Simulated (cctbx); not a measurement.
**Diagnosing a refinement**

Cell a = 6.4370 Å, b = 6.4370 Å, c = 38.8770 Å, α = 90.00°, β = 90.00°, γ = 120.00°; space group R3m (no. 160).

Simulated single-crystal data (cctbx): Cu Kα, λ = 1.54184 Å, to d = 0.8 Å, 50 % of the full sphere, strongest reflection 70000 counts, noise from counting, a 1.5 % proportional error and a noise floor of 2 counts (s.d.); no absorption, and some extinction, which the refinements don't model.

An anisotropic refinement with weights 1/σ² prints:

```text
Rint 0.014, 734 unique reflections to 0.80 A
cycle     R1     wR2    GooF  max shift (A)
   1  0.0481  0.1058   3.635   0.02261
  12  0.0260  0.0599   2.057   0.00042
final R1 0.0260 wR2 0.0599 GooF 2.057  parameters 60  data/parameter 12.2
atom        x        y        z      Ueq    occ   su(xyz)  su(Uiso or U11)
La1    0.66667  0.33333  0.03449   0.0117  1.000  0.00004  0.0005
La2    0.00000  0.00000  0.10134   0.0121  1.000  0.00004  0.0004
La3    0.66667  0.33333  0.23436   0.0053  1.000  0.00005  0.0003
Sr1    0.33333  0.66667  0.16649   0.0282  1.000  0.00007  0.0007
Sr2    0.00000  0.00000  0.29976   0.0132  1.000  0.00006  0.0005
Co1    0.00000  0.00000  0.00187   0.0126  1.000  0.00018  0.0007
Co2    0.33333  0.66667  0.06691   0.0127  1.000  0.00016  0.0006
Co3    0.66667  0.33333  0.13636   0.0157  1.000  0.00016  0.0009
Co4    0.00000  0.00000  0.20001   0.0136  1.000  0.00016  0.0011
Fe1    0.33333  0.66667  0.26636   0.0102  1.000  0.00014  0.0009
S1     0.83451  0.16549  0.16731   0.0159  1.000  0.00040  0.0011
S2     0.15719  0.84281  0.03447   0.0132  1.000  0.00035  0.0012
S3     0.50228  0.49772  0.09877   0.0093  1.000  0.00032  0.0008
K1     0.16422  0.83578  0.23292   0.0206  1.000  0.00037  0.0009
O1     0.49897  0.50103  0.30113   0.0169  1.000  0.00088  0.0026
difference map: max 0.74 min -1.29 rms 0.15
Q1    0.0000  0.0000  0.5110    3    0.75  0.44 A from Sr1
Q2    0.0000  0.0000  0.1087    3    0.68  0.29 A from La2
Q3    0.0000  0.0000  0.0865    3    0.45  0.58 A from La2
Q4    0.9812  0.1507  0.2337   18    0.44  1.16 A from K1
Q5    0.0398  0.0796  0.9126    9    0.43  0.63 A from La3
Q6    0.0353  0.1785  0.5689   18    0.39  1.29 A from K1
```

**Question.** Can this result stand? If not, what is the likely fault?

Mend it. The fault: wrong element: K1 is S. Against the right model at the same level, R1 goes from 0.0138 to 0.0260 and GooF from 0.97 to 2.06, U of K1 swells from 0.0137 to 0.0206 Å² and a hole of -1.3 e/Å³ opens. K1 has 3 electrons too many and its U swells to shed them, as expected.

The compound is Sr2La3FeCo4S12O3. The right model at the same level gives:

```text
Rint 0.014, 734 unique reflections to 0.80 A
cycle     R1     wR2    GooF  max shift (A)
   1  0.0266  0.0618   2.122   0.02088
   8  0.0138  0.0284   0.975   0.00123
final R1 0.0138 wR2 0.0284 GooF 0.974  parameters 60  data/parameter 12.2
atom        x        y        z      Ueq    occ   su(xyz)  su(Uiso or U11)
La1    0.66667  0.33333  0.03452   0.0115  1.000  0.00002  0.0002
La2    0.00000  0.00000  0.10132   0.0130  1.000  0.00002  0.0002
La3    0.66667  0.33333  0.23434   0.0057  1.000  0.00002  0.0001
Sr1    0.33333  0.66667  0.16652   0.0287  1.000  0.00003  0.0003
Sr2    0.00000  0.00000  0.29981   0.0140  1.000  0.00003  0.0002
Co1    0.00000  0.00000  0.00180   0.0127  1.000  0.00008  0.0003
Co2    0.33333  0.66667  0.06703   0.0133  1.000  0.00008  0.0003
Co3    0.66667  0.33333  0.13631   0.0167  1.000  0.00008  0.0004
Co4    0.00000  0.00000  0.19994   0.0138  1.000  0.00008  0.0005
Fe1    0.33333  0.66667  0.26644   0.0106  1.000  0.00007  0.0004
S1     0.83483  0.16517  0.16723   0.0171  1.000  0.00018  0.0005
S2     0.15736  0.84264  0.03442   0.0116  1.000  0.00015  0.0005
S3     0.50260  0.49740  0.09870   0.0104  1.000  0.00014  0.0004
S4     0.16449  0.83551  0.23282   0.0137  1.000  0.00016  0.0004
O1     0.49730  0.50270  0.30087   0.0189  1.000  0.00044  0.0013
Flack x: 0.005(4)
Hooft y: 0.005(5)  Bijvoet pairs: 340
difference map: max 0.43 min -0.33 rms 0.07
Q1    0.0000  0.0000  0.8724    3    0.44  1.11 A from La3
Q2    0.0000  0.0000  0.1718    3    0.36  1.10 A from Co4
Q3    0.0000  0.0000  0.4677    3    0.35  1.25 A from Sr1
Q4    0.0000  0.0000  0.7250    3    0.30  0.93 A from La1
Q5    0.0000  0.0000  0.6299    3    0.29  1.17 A from Fe1
Q6    0.0000  0.0000  0.2700    3    0.29  1.16 A from Sr2
```

The model was made for the exercise: a known structure type with other elements put in, its volume estimated, not relaxed; displacement parameters are assumed.

[Middle refinement cycles are left out of these outputs.]

[Logs are printed without paths, hosts, clocks, repeated set-up lines and the standing remarks that a program may print on its own settings, such as how far it seeks lower states.]
